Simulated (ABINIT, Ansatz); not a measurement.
# How the form of the self-energy moves the gap of K2MgH4 (I4/mmm)

How much does the gap of K2MgH4 (I4/mmm) depend on the approximation to the self-energy?

Program: ABINIT 10.8.3. Level of theory: LDA and many-body steps on it, plane waves. Results are calculated unless marked as measured.

## (1) Set-up

It takes space group I4/mmm (No. 139, tetragonal). Conventional cell: a = 4.036 Å, b = 4.036 Å, c = 13.592 Å, α = 90.00°, β = 90.00°, γ = 90.00°. K has 9 H at 2.77 to 2.86 Å nearest. Nearest to Mg lie 6 H at 2.00 to 2.02 Å. H has 1 Mg at 2.00 Å and 5 K at 2.77 to 2.85 Å and 4 H at 2.84 Å nearest. Nearest to H lie 2 Mg at 2.02 Å and 8 H at 2.84 to 2.85 Å and 4 K at 2.86 Å. Farther neighbours are not listed.

The cell and positions come from the Crystallography Open Database and are kept as given unless a step says otherwise.

## (2) Empty states on the mesh, 4×4×4 mesh, 293 bands

This step: ABINIT 10.8.3; DFT, LDA, plane waves, norm-conserving pseudopotentials.

The sums over transitions need many empty states on a uniform mesh; this step solves for them.

File run.abi:

```
acell 3*1.0 Angstrom
rprim 
  -2.018050000000 2.018050000000 6.796050000000
  2.018050000000 -2.018050000000 6.796050000000
  2.018050000000 2.018050000000 -6.796050000000
ntypat 3
znucl 19 12 1
natom 7
typat 1 1 2 3 3 3 3
xred 
  0.351300000000 0.351300000000 0.000000000000
  0.648700000000 0.648700000000 0.000000000000
  0.000000000000 0.000000000000 0.000000000000
  0.147200000000 0.147200000000 0.000000000000
  0.852800000000 0.852800000000 0.000000000000
  0.500000000000 0.000000000000 0.500000000000
  0.000000000000 0.500000000000 0.500000000000
pp_dirpath "pseudos"
pseudos "K.upf, Mg.upf, H.upf"
ecut 38
ngkpt 4 4 4
nshiftk 1
shiftk 0 0 0
kptopt 1
chksymbreak 0
iscf -2
irdden 1
istwfk *1
nband 293
nbdbuf 26
tolwfr 1e-09
nstep 60
prtvol 0
indata_prefix "in"
outdata_prefix "out"
tmpdata_prefix "tmp"
```

On the command line:

```console
$ OMP_NUM_THREADS=1 mpirun -n 4 abinit run.abi > log
```

Numbers of over 12 decimals in the logs are rounded to 6 here.

Log:

```text
.Version 10.8.3 of ABINIT. v10.8.2 released Aug 2026.

 Symmetries : space group I4/m m m (#139); Bravais tI (body-center tetrag.)
[... echo of the input left out ...]
== DATASET  1 ==================================================================
-   mpi_nproc: 4, omp_nthreads: 1 (-1 if OMP is not activated)

--- !DatasetInfo
iteration_state: {dtset: 1, }
dimensions: {natom: 7, nkpt: 13, mband: 293, nsppol: 1, nspinor: 1, nspden: 1, mpw: 8435, }
cutoff_energies: {ecut:  38.0, pawecutdg:  -1.0, }
[...]
3.52176    3.52624    3.52832    3.52832    3.53529    3.55243    3.55889    3.55889
   3.55910    3.57167    3.62038    3.63960    3.63970    3.64665    3.64952    3.66255
   3.66417    3.67455    3.67577    3.68420    3.69255
 prteigrs : prtvol=0 or 1, do not print more k-points.

== END DATASET(S) ==============================================================
================================================================================

 -outvars: echo values of variables after computation  --------
            nband         293
             nkpt          13
          spgroup         139
 [... the other variables as echoed above ...]

 Calculation completed.
```

Run time: 11 min. Hardware: 4 MPI ranks of Arm Neoverse V1, shared host; peak memory 0.95 GiB; 45 min of CPU time.

This step gave:

| Quantity | Value |
| --- | --- |
| gap | 2.994 eV |
| k of the valence top | 0, 0, 0 |
| k of the conduction bottom | -0.25, 0.25, 0 |
| least direct gap | 3.375 eV |
| k points computed | 13 |
| lowest point of the top converged band, above the valence top | 91.3843 eV |

On this mesh the gap is 2.994 eV.

The density comes from a self-consistent run that is not shown.

## (3) Screening, 4×4×4 mesh, 118 bands, screening to 141.5 eV

The RPA dielectric matrix is built and inverted for each q.

This step: RPA screening on LDA, plane waves, norm-conserving pseudopotentials.

run.abi: that of step 2 with these lines changed.

```diff
@@ -25,10 +25,11 @@
 chksymbreak 0
-iscf -2
-irdden 1
 istwfk *1
-nband 293
-nbdbuf 26
-tolwfr 1e-09
-nstep 60
-prtvol 0
+occopt 1
+irdwfk 1
+optdriver 3
+nband 118
+ecuteps 5.2
+inclvkb 2
+awtr 1
+symchi 1
 indata_prefix "in"
```

Log:

```text
.Version 10.8.3 of ABINIT. v10.8.2 released Aug 2026.

 Symmetries : space group I4/m m m (#139); Bravais tI (body-center tetrag.)
[... echo of the input left out ...]
== DATASET  1 ==================================================================
-   mpi_nproc: 4, omp_nthreads: 1 (-1 if OMP is not activated)

--- !DatasetInfo
iteration_state: {dtset: 1, }
dimensions: {natom: 7, nkpt: 13, mband: 118, nsppol: 1, nspinor: 1, nspden: 1, mpw: 8435, }
cutoff_energies: {ecut:  38.0, pawecutdg:  -1.0, }
electrons: {nelect:   3.20000000E+01, charge:   0.00000000E+00, occopt:   1.00000000E+00, tsmear:   1.00000000E-02, }

 SCREENING: Calculation of the susceptibility and dielectric matrices

 Based on a program developped by R.W. Godby, V. Olevano, G. Onida, and L. Reining.
 Incorporated in ABINIT by V. Olevano, G.-M. Rignanese, and M. Torrent.
.Using double precision arithmetic ; gwpc =  8

[... cell and pseudopotentials left out ...]
--------------------------------------------------------------------------------

 ==== K-mesh for the wavefunctions ====
 Number of points in the irreducible wedge :    13
[... list of points left out ...]
 Together with 16 symmetry operations and time-reversal symmetry
 yields    64 points in the full Brillouin Zone.

 ==== Q-mesh for the screening function ====
 Number of points in the irreducible wedge :    13
[... list of points left out ...]
 Together with 16 symmetry operations and time-reversal symmetry
 yields    64 points in the full Brillouin Zone.

 setmesh: FFT mesh size selected  =    72x   72x   72
          total number of points  =       373248

 vcoul_init : cutoff-mode = AUXILIARY_FUNCTION
 q-points for optical limit:   1
     1)      0.000010    0.000020    0.000030

- screening: taking advantage of time-reversal symmetry
- Maximum band index for partially occupied states nbvw = 16
- Remaining bands to be divided among processors   nbcw = 102
- Number of bands treated by each node ~25

 Number of electrons calculated from density =   32.0000; Expected =   32.0000
 average of density, n =  0.042832
 r_s =    1.7730
 omega_plasma =   19.9637 [eV]

 calculating chi0 at frequencies [eV] :
  1    0.000000E+00    0.000000E+00
  2    0.000000E+00    1.996375E+01

--------------------------------------------------------------------------------
  q-point number  1        q = ( 0.000000, 0.000000, 0.000000) [r.l.u.]
--------------------------------------------------------------------------------
[... chi0 elements left out ...]
 For q-point:  0.000010 0.000020 0.000030
  dielectric constant =   3.2092
  dielectric constant without local fields =   3.6124

  Average fulfillment of the sum rule on Im[epsilon] for q-point    1 :     57.73  [%]
[... wings left out ...]
  q-point number  2        q = ( 0.250000, 0.000000, 0.000000) [r.l.u.]
--------------------------------------------------------------------------------
[... chi0 elements left out ...]
  Average fulfillment of the sum rule on Im[epsilon] for q-point    2 :     63.26  [%]

 [... 11 further q-points ...]
```

Run time: 21 min. Hardware: 4 MPI ranks; peak memory 14 GiB; 86 min of CPU time.

Numbers from this step:

| Item | Value |
| --- | --- |
| ε∞ with local fields, on this mesh, along the program's q direction | 3.209 |
| the same without local fields | 3.612 |
| plasma frequency | 19.96 eV |
| plane waves in the screening matrix | 409 |

Local fields lower ε∞ by 11 %.

## (4) G0W0, Godby-Needs plasmon pole

The self-energy is evaluated for the states that the input lists, and the levels follow from it, in one-shot runs by the linearised quasiparticle equation.

This step: G0W0 on LDA, plane waves, norm-conserving pseudopotentials.

run.abi: that of step 3 with these lines changed.

```diff
@@ -28,8 +28,19 @@
 irdwfk 1
-optdriver 3
+optdriver 4
 nband 118
+gwcalctyp 0
+ecutsigx 38
+symsigma 1
+nkptgw 3
+kptgw 
+  0.0000000000 0.0000000000 0.0000000000
+  -0.2500000000 0.2500000000 0.0000000000
+  -0.2500000000 0.2500000000 0.2500000000
+bdgw 
+  15 18
+  15 18
+  15 18
 ecuteps 5.2
-inclvkb 2
-awtr 1
-symchi 1
+irdscr 1
+ppmodel 1
 indata_prefix "in"
```

Log:

```text
.Version 10.8.3 of ABINIT. v10.8.2 released Aug 2026.

 Symmetries : space group I4/m m m (#139); Bravais tI (body-center tetrag.)
[... echo of the input left out ...]
== DATASET  1 ==================================================================
-   mpi_nproc: 4, omp_nthreads: 1 (-1 if OMP is not activated)

--- !DatasetInfo
iteration_state: {dtset: 1, }
dimensions: {natom: 7, nkpt: 13, mband: 118, nsppol: 1, nspinor: 1, nspden: 1, mpw: 8435, }
cutoff_energies: {ecut:  38.0, pawecutdg:  -1.0, }
electrons: {nelect:   3.20000000E+01, charge:   0.00000000E+00, occopt:   1.00000000E+00, tsmear:   1.00000000E-02, }

 SIGMA: Calculation of the GW corrections

 Based on a program developped by R.W. Godby, V. Olevano, G. Onida, and L. Reining.
 Incorporated in ABINIT by V. Olevano, G.-M. Rignanese, and M. Torrent.
.Using double precision arithmetic ; gwpc =  8

[... cell and pseudopotentials left out ...]
--------------------------------------------------------------------------------

 ==== K-mesh for the wavefunctions ====
 Number of points in the irreducible wedge :    13
[... list of points left out ...]
 Together with 16 symmetry operations and time-reversal symmetry
 yields    64 points in the full Brillouin Zone.

 ==== Q-mesh for screening function ====
 Number of points in the irreducible wedge :    13
[... list of points left out ...]
 Together with 16 symmetry operations and time-reversal symmetry
 yields    64 points in the full Brillouin Zone.

 vcoul_init : cutoff-mode = AUXILIARY_FUNCTION
 q-points for optical limit:   1
     1)      0.000010    0.000020    0.000030
 setmesh: FFT mesh size selected  =    45x   45x   45
          total number of points  =        91125

 Number of electrons calculated from density =   32.0000; Expected =   32.0000
 average of density, n =  0.042832
 r_s =    1.7730
 omega_plasma =   19.9637 [eV]

 === KS Band Gaps ===
  >>>> For spin  1
   Minimum direct gap =   3.3747 [eV], located at k-point      :  -0.2500  0.2500  0.2500
   Fundamental gap    =   2.9938 [eV], Top of valence bands at :   0.0000  0.0000  0.0000
                                       Bottom of conduction at :  -0.2500  0.2500  0.0000
 SIGMA fundamental parameters:
 PLASMON POLE MODEL  1
 number of plane-waves for SigmaX                 8435
 number of plane-waves for SigmaC and W            409
 number of plane-waves for wavefunctions          8435
 number of bands                                   118
 number of independent spin polarizations            1
 number of spinorial components                      1
 number of k-points in IBZ                          13
 number of q-points in IBZ                          13
 number of symmetry operations                      16
 number of k-points in BZ                           64
 number of q-points in BZ                           64
 number of frequencies for dSigma/dE                 9
 frequency step for dSigma/dE [eV]                0.25
 number of omega for Sigma on real axis              0
 max omega for Sigma on real axis  [eV]           0.00
 zcut for avoiding poles [eV]                     0.10

 EPSILON^-1 parameters (SCR file):
 dimension of the eps^-1 matrix on file            409
 dimension of the eps^-1 matrix used               409
 number of plane-waves for wavefunctions          8435
 number of bands                                   118
 number of q-points in IBZ                          13
 number of frequencies                               2
 number of real frequencies                          1
 number of imag frequencies                          1

 matrix elements of self-energy operator (all in [eV])

 Perturbative Calculation

--- !SelfEnergy_ee
iteration_state: {dtset: 1, }
kpoint     : [   0.000,    0.000,    0.000, ]
spin       : 1
KS_gap     :    4.835
QP_gap     :    7.013
Delta_QP_KS:    2.178
data: !SigmaeeData |
     Band     E0 <VxcDFT>   SigX SigC(E0)      Z dSigC/dE  Sig(E)    E-E0       E
       15   0.565 -10.032 -13.415   1.679   0.789  -0.267 -11.377  -1.345  -0.780
       16   1.444 -10.792 -13.960   1.696   0.783  -0.277 -11.944  -1.152   0.292
       17   6.279  -8.690  -4.211  -3.227   0.820  -0.219  -7.663   1.027   7.305
       18   6.498  -8.662  -3.412  -3.377   0.826  -0.210  -7.114   1.548   8.045

--- !SelfEnergy_ee
iteration_state: {dtset: 1, }
kpoint     : [  -0.250,    0.250,    0.000, ]
spin       : 1
KS_gap     :    3.675
QP_gap     :    6.116
Delta_QP_KS:    2.441
data: !SigmaeeData |
     Band     E0 <VxcDFT>   SigX SigC(E0)      Z dSigC/dE  Sig(E)    E-E0       E
       15   0.337 -10.646 -14.171   1.979   0.777  -0.287 -11.846  -1.200  -0.863
       16   0.763 -10.370 -13.793   1.713   0.787  -0.270 -11.717  -1.346  -0.584
[...]
--- !SelfEnergy_ee
iteration_state: {dtset: 1, }
kpoint     : [  -0.250,    0.250,    0.250, ]
spin       : 1
KS_gap     :    3.375
QP_gap     :    5.773
Delta_QP_KS:    2.398
data: !SigmaeeData |
     Band     E0 <VxcDFT>   SigX SigC(E0)      Z dSigC/dE  Sig(E)    E-E0       E
[...]
16   1.258 -10.406 -13.600   1.555   0.790  -0.265 -11.701  -1.295  -0.038
       17   4.632  -7.889  -3.473  -3.092   0.833  -0.200  -6.786   1.103   5.735
       18   5.705  -8.311  -3.891  -3.148   0.825  -0.213  -7.262   1.049   6.754

== END DATASET(S) ==============================================================
================================================================================

 -outvars: echo values of variables after computation  --------
           etotal      0.0000000000E+00
            nband         118
             nkpt          13
          spgroup         139
 [... the other variables as echoed above ...]

 Calculation completed.
```

It took 1.7 min on 4 MPI ranks; peak memory 11 GiB; 6.9 min of CPU time.

This step gave:

```
G0W0 gap on the points computed              : 5.241 eV
starting gap on the mesh                     : 2.994 eV
k of the valence top                         : 0, 0, 0
k of the conduction bottom                   : -0.25, 0.25, 0
Z at the valence top                         : 0.783
Z at the conduction bottom                   : 0.83
least direct G0W0 gap on the computed points : 5.773 eV
```

The gap on the mesh goes from 2.99 eV to 5.24 eV, a correction of +2.25 eV.

## (5) G0W0, Engel-Farid plasmon pole

run.abi: that of step 4 with these lines changed.

```diff
@@ -44,3 +44,3 @@
 irdscr 1
-ppmodel 1
+ppmodel 4
 indata_prefix "in"
@@ -48 +48,2 @@
 tmpdata_prefix "tmp"
+gwmem 00
```

Log:

```text
.Version 10.8.3 of ABINIT. v10.8.2 released Aug 2026.

 Symmetries : space group I4/m m m (#139); Bravais tI (body-center tetrag.)
[... echo of the input left out ...]
== DATASET  1 ==================================================================
-   mpi_nproc: 4, omp_nthreads: 1 (-1 if OMP is not activated)

--- !DatasetInfo
iteration_state: {dtset: 1, }
dimensions: {natom: 7, nkpt: 13, mband: 118, nsppol: 1, nspinor: 1, nspden: 1, mpw: 8435, }
cutoff_energies: {ecut:  38.0, pawecutdg:  -1.0, }
electrons: {nelect:   3.20000000E+01, charge:   0.00000000E+00, occopt:   1.00000000E+00, tsmear:   1.00000000E-02, }

 SIGMA: Calculation of the GW corrections

 Based on a program developped by R.W. Godby, V. Olevano, G. Onida, and L. Reining.
 Incorporated in ABINIT by V. Olevano, G.-M. Rignanese, and M. Torrent.
.Using double precision arithmetic ; gwpc =  8

[... cell and pseudopotentials left out ...]
--------------------------------------------------------------------------------

 ==== K-mesh for the wavefunctions ====
 Number of points in the irreducible wedge :    13
[... list of points left out ...]
 Together with 16 symmetry operations and time-reversal symmetry
 yields    64 points in the full Brillouin Zone.

 ==== Q-mesh for screening function ====
 Number of points in the irreducible wedge :    13
[... list of points left out ...]
 Together with 16 symmetry operations and time-reversal symmetry
 yields    64 points in the full Brillouin Zone.

 vcoul_init : cutoff-mode = AUXILIARY_FUNCTION
 q-points for optical limit:   1
     1)      0.000010    0.000020    0.000030
 setmesh: FFT mesh size selected  =    45x   45x   45
          total number of points  =        91125

 Number of electrons calculated from density =   32.0000; Expected =   32.0000
[...]
number of plane-waves for wavefunctions          8435
 number of bands                                   118
 number of q-points in IBZ                          13
 number of frequencies                               2
 number of real frequencies                          1
 number of imag frequencies                          1

 matrix elements of self-energy operator (all in [eV])

 Perturbative Calculation

--- !SelfEnergy_ee
iteration_state: {dtset: 1, }
kpoint     : [   0.000,    0.000,    0.000, ]
spin       : 1
KS_gap     :    4.835
QP_gap     :    7.099
Delta_QP_KS:    2.264
data: !SigmaeeData |
     Band     E0 <VxcDFT>   SigX SigC(E0)      Z dSigC/dE  Sig(E)    E-E0       E
       15   0.565 -10.032 -13.415   1.632   0.797  -0.255 -11.428  -1.396  -0.831
       16   1.444 -10.792 -13.960   1.562   0.797  -0.254 -12.072  -1.280   0.164
       17   6.279  -8.690  -4.211  -3.293   0.830  -0.205  -7.706   0.984   7.263
[...]
--- !SelfEnergy_ee
iteration_state: {dtset: 1, }
kpoint     : [  -0.250,    0.250,    0.000, ]
spin       : 1
KS_gap     :    3.675
QP_gap     :    6.080
Delta_QP_KS:    2.405
data: !SigmaeeData |
     Band     E0 <VxcDFT>   SigX SigC(E0)      Z dSigC/dE  Sig(E)    E-E0       E
[...]
--- !SelfEnergy_ee
iteration_state: {dtset: 1, }
kpoint     : [  -0.250,    0.250,    0.250, ]
spin       : 1
KS_gap     :    3.375
QP_gap     :    5.737
Delta_QP_KS:    2.362
data: !SigmaeeData |
     Band     E0 <VxcDFT>   SigX SigC(E0)      Z dSigC/dE  Sig(E)    E-E0       E
[...]
17   4.632  -7.889  -3.473  -3.193   0.844  -0.185  -6.857   1.032   5.664
       18   5.705  -8.311  -3.891  -3.225   0.836  -0.197  -7.312   0.999   6.703

== END DATASET(S) ==============================================================
================================================================================

 -outvars: echo values of variables after computation  --------
           etotal      0.0000000000E+00
            nband         118
             nkpt          13
          spgroup         139
 [... the other variables as echoed above ...]

 Calculation completed.
```

Run time: 97 s. Hardware: 4 MPI ranks; peak memory 1.3 GiB.

This step gave:

```
G0W0 gap on the points computed              : 5.29 eV
starting gap on the mesh                     : 2.994 eV
k of the valence top                         : 0, 0, 0
k of the conduction bottom                   : -0.25, 0.25, 0
Z at the valence top                         : 0.797
Z at the conduction bottom                   : 0.841
least direct G0W0 gap on the computed points : 5.737 eV
```

Against G0W0 in ABINIT (4×4×4 mesh, 118 bands, screening to 141.5 eV, Godby-Needs plasmon pole), the gap moves by +0.049 eV.

## (6) G0W0, von der Linden-Horsch plasmon pole

run.abi: that of step 5 with these lines changed.

```diff
@@ -44,3 +44,3 @@
 irdscr 1
-ppmodel 4
+ppmodel 3
 indata_prefix "in"
```

Log:

```text
.Version 10.8.3 of ABINIT. v10.8.2 released Aug 2026.

 Symmetries : space group I4/m m m (#139); Bravais tI (body-center tetrag.)
[... echo of the input left out ...]
== DATASET  1 ==================================================================
-   mpi_nproc: 4, omp_nthreads: 1 (-1 if OMP is not activated)

--- !DatasetInfo
iteration_state: {dtset: 1, }
dimensions: {natom: 7, nkpt: 13, mband: 118, nsppol: 1, nspinor: 1, nspden: 1, mpw: 8435, }
cutoff_energies: {ecut:  38.0, pawecutdg:  -1.0, }
[...]
Band     E0 <VxcDFT>   SigX SigC(E0)      Z dSigC/dE  Sig(E)    E-E0       E
[...]
17   4.632  -7.889  -3.473  -3.453   0.898  -0.114  -7.024   0.865   5.497
       18   5.705  -8.311  -3.891  -3.446   0.894  -0.119  -7.440   0.871   6.576

== END DATASET(S) ==============================================================
================================================================================

 -outvars: echo values of variables after computation  --------
           etotal      0.0000000000E+00
            nband         118
             nkpt          13
          spgroup         139
 [... the other variables as echoed above ...]

 Calculation completed.
```

Elapsed: 90 s, on 4 MPI ranks; peak memory 1.3 GiB.

Numbers from this step:

```
G0W0 gap on the points computed              : 5.492 eV
starting gap on the mesh                     : 2.994 eV
k of the valence top                         : 0, 0, 0
k of the conduction bottom                   : -0.25, 0.25, 0
least direct G0W0 gap on the computed points : 5.977 eV
```

Against G0W0 in ABINIT (4×4×4 mesh, 118 bands, screening to 141.5 eV, Godby-Needs plasmon pole), the gap moves by +0.251 eV.

[end of part 1 of 2]

[Paths, hosts, dates, memory and timing lines, banners, echoed tables and standing remarks are left out of the program output.]

[Logs are printed without paths, hosts, clocks, repeated set-up lines and the standing remarks that a program may print on its own settings, such as how far it seeks lower states.]

[Runs of the session that timed out or met a known fault of the program may be left out.]

[Hosts, paths, dates, database ids (printed as entryN), source tags and the programs' standing remarks are cut or masked in the printed files.]

[G0W0 gaps are taken among the corrected bands and points alone; a level outside them can change the order at an edge.]

[Where Ansatz stands beside ABINIT at settings called matched, ABINIT's density can come from a denser mesh and the files from another edition; pairs whose starting gaps differed by over 0.03 eV were left out, so agreement reads better than it is.]
